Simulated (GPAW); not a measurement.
**LiF (Fm-3m): refractive index against wavelength**

The refractive index of LiF (Fm-3m) below the direct gap (8.80 eV on the mesh) is read from one computed spectrum, n = √(Re ε).

Cell: a, b, c = 2.848, 2.848, 2.848 Å (primitive vectors), 2 atoms.

Method: GPAW 26.7.0, LDA, RPA, k-mesh 15×15×15, local fields up to 50 eV, Lorentzian half width 0.15 eV.

Launch of the response step: `OMP_NUM_THREADS=1 python df.py`. The run took 19 s, its band step included, on 1 thread of Arm Neoverse V1 (shared host).

```tsv
wavelength (nm)	photon energy E (eV)	n
532	2.331	1.4177
450	2.755	1.4217
405	3.061	1.4251
365	3.397	1.4294
308	4.025	1.4389
266	4.661	1.4511
248	4.999	?
```

In the single-oscillator model n² − 1 = E₀E_d/(E₀² − E²), so 1/(n² − 1) = E₀/E_d − E²/(E₀E_d) is linear in E².

Working, on the rows shown:

| x = E² (eV²) | y = 1/(n² − 1) |
| --- | --- |
| 5.43137 | 0.990223 |
| 7.59115 | 0.97921 |
| 9.37179 | 0.970017 |
| 11.5384 | 0.958603 |
| 16.2043 | 0.934201 |
| 21.7255 | 0.904412 |

Means: x̄ = 11.977, ȳ = 0.95611. Σ(x − x̄)(y − ȳ) = -0.9585, Σ(x − x̄)² = 182. Slope = -0.9585 / 182 = -0.005268; intercept = ȳ − slope · x̄ = 1.0192. Turned back into n, the line misses the rows shown by at most 0.00015.

Problem. What does the fit predict for the withheld row, and how well does it do?

Solution. At x = 24.994 the line gives y = 0.88754, that is 1.4583. The run gave 1.4589, so the extrapolation is off by 0.00058, 1.4 % of the range in the table.

Refitted with all rows, the slope is -0.005313 and the intercept 1.0196. These give E₀ = √(intercept/−slope) = 13.85 eV and E_d = E₀/intercept = 13.6 eV; E₀ is 1.6 times the direct gap. The electronic limit at long wavelengths, without lattice vibrations, is n = √(1 + 1/intercept) = 1.407. Excitons are left out; LDA gaps are as a rule too small. The values come from a sum over the points of one k-mesh and carry its error, which grows as the direct gap shrinks. This version of GPAW has incomplete matrix elements in the optical limit, which can lower ε − 1 by up to a tenth where first-row anions or d states rule. The local-field cutoff holds few shells of reciprocal vectors for this small cell, so ε∞ can read a few per cent high.

[Logs are printed without paths, hosts, clocks, repeated set-up lines and the standing remarks that a program may print on its own settings, such as how far it seeks lower states.]
